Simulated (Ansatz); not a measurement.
# How many bands does the GW gap of ZnS2 (Pa-3) need?, part 2 of 2

Wanted: a G0W0 gap for ZnS2 (Pa-3) that is converged in bands and cutoff, or an estimate of the limit.

Ansatz 0.2.0; G0W0 on LDA, plane waves, PAW. Known limits of the many-body steps: not at the basis limit; coarse k mesh.

So far. Step 4 (965 empty bands, screening to 160 eV): Against the run with 2×2×2 mesh, 448 empty bands, screening to 96 eV, the gap moves by +0.03 eV.

## Step 5: Changing the frequency model: 2×2×2 mesh, 448 empty bands, screening to 96 eV, plasmon pole

A plasmon pole stands in for the full frequency dependence of the screening; this run shows what that costs in accuracy. Bands and cutoff differ from the step before, so it is read against an earlier run that matches them.

The input, input.yaml:

```yaml
crystal:
  lattice:
    - [5.94543046, 0.0, 0.0]
    - [0.0, 5.94543046, 0.0]
    - [0.0, 0.0, 5.94543046]
  atoms:
    - { symbol: Zn, position: [0.5, 0.5, 0.0] }
    - { symbol: Zn, position: [0.5, 0.0, 0.5] }
    - { symbol: Zn, position: [0.0, 0.5, 0.5] }
    - { symbol: Zn, position: [0.0, 0.0, 0.0] }
    - { symbol: S, position: [0.10024639, 0.89975361, 0.39975361] }
    - { symbol: S, position: [0.89975361, 0.39975361, 0.10024639] }
    - { symbol: S, position: [0.39975361, 0.10024639, 0.89975361] }
    - { symbol: S, position: [0.60024639, 0.60024639, 0.60024639] }
    - { symbol: S, position: [0.89975361, 0.10024639, 0.60024639] }
    - { symbol: S, position: [0.10024639, 0.60024639, 0.89975361] }
    - { symbol: S, position: [0.60024639, 0.89975361, 0.10024639] }
    - { symbol: S, position: [0.39975361, 0.39975361, 0.39975361] }
kpoints:
  mp_grid: { grid: [2, 2, 2] }
hamiltonian:
  xc: lda
scf:
  occupations: { method: fixed }
gw:
  n_empty_bands: 448
  ecut_chi: 96
  qp_bands: [v4, c4]
  qp_kpoints: band_edges
  screening: { model: godby_needs }
```

Started as:

```sh
ansatz run input.yaml --threads 24 --pin off --max-ram 82944MiB --backend cuda --events-out ev --progress --plain --runs-dir out --devices 1 --max-vram 78GiB
```

Numbers of over 12 decimals in the logs are rounded to 6 here.

The log of the run:

```text
GPUs: using 1 of 1 available (devices: 1).
[...]
GPU FFT provider: cuFFT
GPU libraries: cuBLAS 13.8.1, cuFFT 12.4.0, cuSOLVER 12.3.2
[...]
Crystal: 12 atoms, lattice volume = 210.160 Å³
Basis set: ecut = 420 eV, 4067 PW (Γ)
Bands: 60, of which v1, the nominal top of the filled ones, is band 48 counted from 1 (47 counted from 0)
Symmetry: 24 space group operations
[...]
k-points: 4 of 8
[...]
0    52     10.7091   -10.2869    -4.8316   -15.9788  0.7745    11.5758    11.5694  root
[...]
3    49      9.7672    -9.5993    -4.2811   -14.6200  0.7936    10.5101    10.5067  root
     3    50      9.7672    -9.5993    -4.2811   -14.6200  0.7936    10.5101    10.5067  root
     3    51      9.7672    -9.5993    -4.2811   -14.6200  0.7936    10.5101    10.5067  root
     3    52      9.7672    -9.5993    -4.2811   -14.6200  0.7936    10.5101    10.5067  root
[key lines of the parts left out:]
SCF converged after 7 iterations
Free energy (F): -19946.305837 eV
Fermi energy:    7.937155 eV
```

Elapsed: 2.5 s, on 1 × NVIDIA GB200 (shared by 2 runs) with 24 threads of Arm Neoverse V2, shared host; peak memory 1.7 GiB.

This step gave:

- bands summed: 496
- plasmon-pole fit frequency: 25.10 eV
- RPA ε∞ on this mesh (eigenvalues): 9.657, 9.657, 9.657
- plane waves in the screening matrix: 461
- G0W0 gap on the mesh: 2.695 eV
- k of the valence top: 0, 0, 0
- k of the conduction bottom: 0, 0, 0
- starting gap on the mesh: 1.635 eV
- least direct G0W0 gap on the computed points: 2.695 eV

Against the run with 2×2×2 mesh, 448 empty bands, screening to 96 eV, the gap moves by +0.017 eV.

## Step 6: Changing the files: 2×2×2 mesh, 448 empty bands, screening to 96 eV, hard PAW files

Other atomic data (hard PAW) test the pseudisation: the cutoff goes from 420 to 660 eV and the valence electrons from 96 to 128, which opens shells that were frozen.

input.yaml, as its differences from that of step 5:

```diff
@@ -22,2 +22,3 @@
   xc: lda
+  pseudopotentials: { kind: paw, source: ansatz }
 scf:
@@ -29,2 +30,2 @@
   qp_kpoints: band_edges
-  screening: { model: godby_needs }
+  screening: { model: contour_deformation }
```

The log of the run:

```text
GPUs: using 1 of 1 available (devices: 1).
[...]
Crystal: 12 atoms, lattice volume = 210.160 Å³
Basis set: ecut = 660 eV, 8217 PW (Γ)
Bands: 77, of which v1, the nominal top of the filled ones, is band 64 counted from 1 (63 counted from 0)
Symmetry: 24 space group operations
[...]
k-points: 4 of 8
[...]
0    68     11.5621   -10.2990    -4.9278   -15.9927  0.7302    12.3435    12.3280  root
[...]
3    65     10.6187    -9.6123    -4.3063   -14.6377  0.7707    11.3469    11.3377  root
     3    66     10.6187    -9.6123    -4.3063   -14.6377  0.7707    11.3469    11.3377  root
     3    67     10.6187    -9.6123    -4.3063   -14.6377  0.7707    11.3469    11.3377  root
     3    68     10.6187    -9.6123    -4.3063   -14.6377  0.7707    11.3469    11.3377  root
[key lines of the parts left out:]
SCF converged after 9 iterations
Free energy (F): -36602.486378 eV
Fermi energy:    8.787134 eV
```

It took 3.1 s on 1 × NVIDIA GB200 (shared by 2 runs) with 24 threads; peak memory 1.7 GiB; 8.1 s of CPU time.

Numbers from this step:

- bands summed: 512
- RPA ε∞ on this mesh (eigenvalues): 9.655, 9.655, 9.655
- plane waves in the screening matrix: 461
- G0W0 gap on the mesh: 2.658 eV
- k of the valence top: 0, 0, 0
- k of the conduction bottom: 0, 0, 0
- starting gap on the mesh: 1.637 eV
- least direct G0W0 gap on the computed points: 2.658 eV

Against the run with 2×2×2 mesh, 448 empty bands, screening to 96 eV, the gap moves by −0.019 eV.

## Step 7: The runs together

Times are wall times on 1 × NVIDIA GB200 (shared by 2 runs) with 24 threads of Arm Neoverse V2, shared host, good to a factor of about two.

```csv
mesh,files,frequency,bands summed,cutoff (eV),start (eV),G0W0 (eV),time,host memory (GiB)
2×2×2,default PAW,contour deformation,206,48,1.635,2.692,1.6 s,1.2
2×2×2,default PAW,contour deformation,496,96,1.635,2.678,3.2 s,1.5
2×2×2,default PAW,contour deformation,1013,160,1.635,2.711,4.6 s,2.1
2×2×2,default PAW,plasmon pole,496,96,1.635,2.695,2.5 s,1.7
2×2×2,hard PAW,contour deformation,512,96,1.637,2.658,3.1 s,1.7
```

How the two edges are built up, in eV (the quasiparticle level is the starting level plus Σx plus Σc less Vxc):

```
       run               edge  start      Σx     Σc     Vxc     Z     QP
 206 bands        valence top   7.94  -21.71   2.68  -18.97  0.76   7.88
 206 bands  conduction bottom   9.57   -8.64  -4.19  -13.83  0.76  10.57
 496 bands        valence top   7.94  -21.71   2.39  -18.97  0.75   7.59
 496 bands  conduction bottom   9.57   -8.64  -4.49  -13.83  0.76  10.27
1013 bands        valence top   7.94  -21.71   2.19  -18.97  0.75   7.38
1013 bands  conduction bottom   9.60   -9.78  -4.51  -14.79  0.76  10.09
```

 Where G0W0 reorders the edges (1013 bands), the two states listed lie further apart at the start than the starting gap.

## Step 8: Outcome

* 206 bands, 48 eV: 2.692 eV
* 496 bands, 96 eV: 2.678 eV
* 1013 bands, 160 eV: 2.711 eV
* mesh and start: 2×2×2, LDA

From 206 to 1013 bands the gap moves by +0.02 eV while the time grows 2.9-fold. The gap turns back along the series, so no limit is drawn from it. The plasmon-pole model gives +0.02 eV against contour deformation, 2 % of the correction. Hard PAW files move the gap by −0.02 eV at equal bands and cutoff, +0.003 eV of it in the start. The 2×2×2 mesh misses a band edge: over a band path and its finer mesh (run apart) the LDA gap is 1.26 eV, so the G0W0 gap over the zone may lie about 0.37 eV below its value on the mesh. The 2×2×2 mesh is coarse for this cell (its supercell is 12 Å along the shortest edge). The RPA ε∞ on it, from the LDA start, is 9.64; such meshes misread the long-range screening, most where the gap is narrow.

[Paths, hosts, dates, memory and timing lines, banners, echoed tables and standing remarks are left out of the program output.]

[Logs are printed without paths, hosts, clocks, repeated set-up lines and the standing remarks that a program may print on its own settings, such as how far it seeks lower states.]

[Runs of the session that timed out or met a known fault of the program may be left out.]

[Cells called generated may have been cut or substituted from an entry of the Crystallography Open Database or the Materials Project.]

[Hosts, paths, dates, database ids (printed as entryN), source tags and the programs' standing remarks are cut or masked in the printed files.]
